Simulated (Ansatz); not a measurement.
# Mg3As: relaxing a made-up structure, part 2 of 2

Starting from a made-up structure for Mg3As, the aim is the relaxed cell, its shortest contacts and, where a second run follows, its electronic structure.

Ansatz 0.2.0; DFT, r2SCAN, plane-wave PAW, files of the set soft_1, scalar-relativistic, no spin, cell and ions relaxed at zero pressure; PAW set soft_1 (the session's first sound run).

So far: Set-up; Relaxation of the guess. The relaxed cell has a = 4.314 Å (conventional setting).

## 3. Electronic structure of the relaxed cell

A second self-consistent run takes a narrower smearing and the mesh shown in its input; the bands follow along the standard path of the relaxed lattice.

This step: DFT, r2SCAN, plane-wave PAW, files of the set soft_1, scalar-relativistic, no spin, bands and density of states at the relaxed cell; PAW set soft_1 (Ansatz 0.2.0).

File input.yaml:

```yaml
crystal:
  lattice:
    - [4.3137831101, 0.0, 0.0]
    - [0.0, 4.3137831101, 0.0]
    - [0.0, 0.0, 4.3137831101]
  atoms:
    - { symbol: As, position: [0.0, 0.0, 0.0] }
    - { symbol: Mg, position: [0.0, 0.5, 0.5] }
    - { symbol: Mg, position: [0.5, 0.0, 0.5] }
    - { symbol: Mg, position: [0.5, 0.5, 0.0] }
kpoints:
  mp_grid: { grid: [8, 8, 8] }
  band_path:
    path:
      - [[0.0, 0.0, 0.0], [0.0, 0.5, 0.0], [0.5, 0.5, 0.0], [0.0, 0.0, 0.0], [0.5, 0.5, 0.5], [0.0, 0.5, 0.0]]
      - [[0.5, 0.5, 0.0], [0.5, 0.5, 0.5]]
    npoints: 13
scf:
  occupations: { method: fermi_dirac, width: 0.03 }
  n_extra_bands: 8
hamiltonian:
  xc: r2scan
  pseudopotentials: { kind: paw, azcp: { folder: soft_1 } }
output:
  forces: true
  stress: true
  write_bands: true
  dos: { projected: true }
  write_density: true
  write_potential: true
  elf: true
  volumetric_format: npy
```

Started as:

```console
$ ansatz run input.yaml --threads 4 --pin off --max-ram 10240MiB --backend cpu --events-out ev --progress --plain --runs-dir out
```

Numbers of over 12 decimals in the logs are rounded to 6 here.

Output:

```text
[...]
Crystal: 4 atoms, lattice volume = 80.274 Å³
Basis set: ecut = 500 eV, 2007 PW (Γ), exchange–correlation on 128×128×128 points (64 copies of the dense FFT grid, shifted against one another)
Bands: 31, of which v1, the nominal top of the filled ones, is band 23 counted from 1 (22 counted from 0)
Symmetry: 48 space group operations
[...]
k-points: 35 of 512
[...]
SCF iter   1: F=—  HF=-10644.937338 eV  |F-HF|=—  |Δ(HF+E_count)|=         —  Δρ=4.03e-2  dr2=1.81e0  dr2_τ=2.45e-3  ethr=3.10e-3  ⟨swp⟩=7.2  Hψ=5397  notcnv=0
[...]
SCF iter   9: F=-10644.636939 eV  HF=-10644.636939 eV  |F-HF|=6.63e-9  |Δ(HF+E_count)|=   6.14e-7  Δρ=3.94e-6  dr2=1.32e-8  dr2_τ=2.22e-10  ethr=2.22e-10  ⟨swp⟩=14.8  Hψ=9491  notcnv=0
SCF 1 converged in 9 iterations: F = -10644.636939 eV  dr2 = 1.32e-8
  Residual-converged pass: ⟨swp⟩=1.0  Hψ=1226  notcnv=0  max |occ|·‖R‖ = 7.1e-9 eV (tolerance 1.0e-8 eV)  dr2=1.32e-8  dr2_τ=2.22e-10  dr2_onsite=2.46e-9  max |Δocc| = 9.4e-13
[...]
NSCF: frozen V_eff on 80 k-points
SCF converged after 9 iterations
Free energy (F): -10644.636939 eV
[...]
Internal energy: -10644.633982 eV  (E = F + TS)
E sigma→0 (E₀):  -10644.635460 eV
Entropy (-TS):   -0.002957 eV (-0.739 meV/atom)
Fermi energy:    8.409437 eV
[...]
--- Stress (GPa, compression-positive) ---
       -0.211214       0.000000       0.000000
        0.000000      -0.211214       0.000000
        0.000000       0.000000      -0.211214
  P = ⅓ Tr σ = -0.2112 GPa (-2.112 kbar)
--- Band table (eV; the first three rows and the last of 35) ---
  k-point 0: bands = [... 19 lower, 5.1005, 5.1005, 5.1005, 8.9738, 8.9738, 12.3993, 12.3993, 12.3993, ... 4 higher]
  k-point 1: bands = [... 19 lower, 5.1822, 5.1822, 5.3994, 9.0815, 9.6815, 11.4962, 11.7572, 11.7572, ... 4 higher]
  k-point 2: bands = [... 19 lower, 5.4048, 5.4048, 5.8897, 9.3833, 9.8596, 10.6471, 10.6471, 11.7531, ... 4 higher]
  k-point 34: bands = [... 19 lower, 3.5773, 3.5773, 5.7044, 6.6316, 6.6316, 6.6316, 15.8450, 15.8450, ... 4 higher]
```

The job ended after 5.9 s (4 threads of Intel Xeon Platinum 8488C (Sapphire Rapids), shared host; peak memory 0.7 GiB; 20 s of CPU time).

The column dr2 measures how far the density is from self-consistency, as an energy; F and HF (Harris–Foulkes) agree once it is small.

Numbers from this step:

```yaml
free_energy: -10644.6369 eV
energy_at_zero_smearing: -10644.6355 eV
smearing_term_ts: 0.002957 eV
fermi_energy: 8.409 eV
pressure: -0.2112 GPa
```

bands.tsv at the labelled points (eV, zero at the Fermi level; the bands that come nearest the Fermi level along the path):

```tsv
point	band 19	band 20	band 21	band 22	band 23	band 24	band 25	band 26
Γ	-4.41	-3.31	-3.31	-3.31	0.56	0.56	3.99	3.99
X	-7.21	-2.59	-2.59	-1.34	-0.47	0.99	0.99	1.60
M	-5.81	-5.81	-4.32	-2.04	1.10	2.90	2.90	2.91
Γ	-4.41	-3.31	-3.31	-3.31	0.56	0.56	3.99	3.99
R	-4.83	-4.83	-4.83	-2.70	-1.78	-1.78	-1.78	7.44
X	-7.21	-2.59	-2.59	-1.34	-0.47	0.99	0.99	1.60
M	-5.81	-5.81	-4.32	-2.04	1.10	2.90	2.90	2.91
R	-4.83	-4.83	-4.83	-2.70	-1.78	-1.78	-1.78	7.44
```

Counts of states for the cell as run, both spins, by energy window (eV from the Fermi level):

```
from  to  total
  -8  -7   0.03
  -7  -6   1.28
  -6  -5   1.26
  -5  -4   1.35
  -4  -3   1.83
  -3  -2   1.40
  -2  -1   0.97
  -1   0   0.82
   0   1   1.90
   1   2   1.84
   2   3   2.00
   3   4   1.90
   4   5   1.97
```

A further 36.0 states lie below the table's range.

Electrostatic potential energy in the ac plane at fractional y = 0.000, with atoms of As and Mg within 0.2 Å of it. With pseudopotentials it is smooth inside the atoms' cores, unlike the true potential.

Values in eV, 14 rows by 14 columns, each cell a mean:
```
 14   9  -8  -2   8  10  10  10  10   9   6  -6  -2  12
  1  -5  -7   3   8   9   9   9   9   9   7  -1  -8  -2
 -8  -5   2   7   8   8   7   7   7   8   8   6  -1  -6
  5   6   8   8   7   4   2   1   2   5   7   8   7   6
  9   9   9   7   4  -4 -16 -22 -12   0   5   8   9   9
 10  10   9   6   0 -25 -54 -59 -46 -12   2   7   9  10
 10  10   8   5  -4 -39 -61 -61 -59 -22   1   7   9  10
 10  10   9   6  -2 -31 -59 -61 -54 -16   2   7   9  10
 10  10   9   7   3 -11 -31 -39 -25  -4   4   8   9  10
  7   8   9   8   6   3  -2  -4   0   4   7   8   8   8
 -3   0   5   8   8   7   6   5   6   7   8   7   3  -2
 -6  -9  -4   5   9   9   9   8   9   9   8   2  -7  -8
 13   5  -9   0   8  10  10  10  10   9   6  -5  -5   9
 14  13  -6  -3   7  10  10  10  10   9   5  -8   1  14
```
Columns run along a (4.3 Å; values clipped at the 3rd and 97th percentile), rows up along c (4.3 Å). Atoms in or near the plane, at fractional coordinates: As at (0.00, 0.00), Mg at (0.50, 0.50).

ELF in the ac plane at fractional y = 0.000, with atoms of As and Mg within 0.2 Å of it. It is the smooth field of the valence electrons, not physical close to the nuclei.

Ten even steps from '_' (0.06) to '@' (0.68), each cell a mean:
```
..--%%@@%%==::..::**@@@@**::
++##@@@@%%==::..--**@@@@%%**
@@@@@@@@##==::..::++%%@@@@@@
@@@@%%##++..______::**%%@@@@
******==..__..::..__::++****
::::--..__::==--==..__::--::
......____--::..--::__......
..::::..__----::==..__::::::
======--__..----::__..======
%%%%%%**--________..++##%%%%
@@@@@@%%**--..__..==##@@@@@@
##%%@@@@%%==::..--**%%@@@@%%
..==%%@@%%==::..::**@@@@##--
__..##@@%%==....::**@@@@++..
```
Columns run along a (4.3 Å), rows up along c (4.3 Å). Atoms in or near the plane, at fractional coordinates: As at (0.00, 0.00), Mg at (0.50, 0.50).

Valence density in the ac plane at fractional y = 0.000, with atoms of As and Mg within 0.2 Å of it. It is the smooth field of the valence electrons, not physical close to the nuclei.

Ten steps, logarithmic in the rise over the least value, from '0' (0 e/Å³) to '9' (37 e/Å³), each cell a mean:
```
87310000001147
54210000000124
11100000000011
10000000000001
00000012100000
00000367510000
00000589720000
00000478610000
00000145300000
00000000000000
11100000000011
32110000000123
86210000000147
98310000001158
```
Columns run along a (4.3 Å), rows up along c (4.3 Å). Atoms in or near the plane, at fractional coordinates: As at (0.00, 0.00), Mg at (0.50, 0.50).

## 4. Summary of results

| Property | Result |
| --- | --- |
| space group, relaxed | Pm-3m |
| conventional cell | a = 4.314, b = 4.314, c = 4.314 Å; α = 90.0°, β = 90.0°, γ = 90.0° |
| volume per atom | 20.07 Å³ (guess 21.54) |

What this shows: Mg3As relaxes to Pm-3m with a = 4.314, b = 4.314 and c = 4.314 Å. The guessed volume was 7 % too large. The space group Pm-3m was held in the relaxation, so the end point is a stationary structure within it and may be a saddle against distortions or other arrangements. Bands cross the Fermi level, so it is a metal or semimetal at this level. The electron count is odd, which forces that without spin polarisation or a larger cell. On the 8×8×8 mesh with the narrower smearing (relaxed on 6×6×6) the forces vanish, as symmetry may demand, and the largest stress component is 0.211 GPa, against the relaxation's thresholds of 0.015 eV/Å and 0.05 GPa. The cutoff wasn't tested. No dispersion term is used, so weakly bound directions may come out too long. Nothing here tests whether the compound is stable against decomposition.

[Logs are printed without paths, hosts, clocks, repeated set-up lines and the standing remarks that a program may print on its own settings, such as how far it seeks lower states.]

[Hosts, paths, dates, database ids (printed as entryN), source tags and the programs' standing remarks are cut or masked in the printed files.]
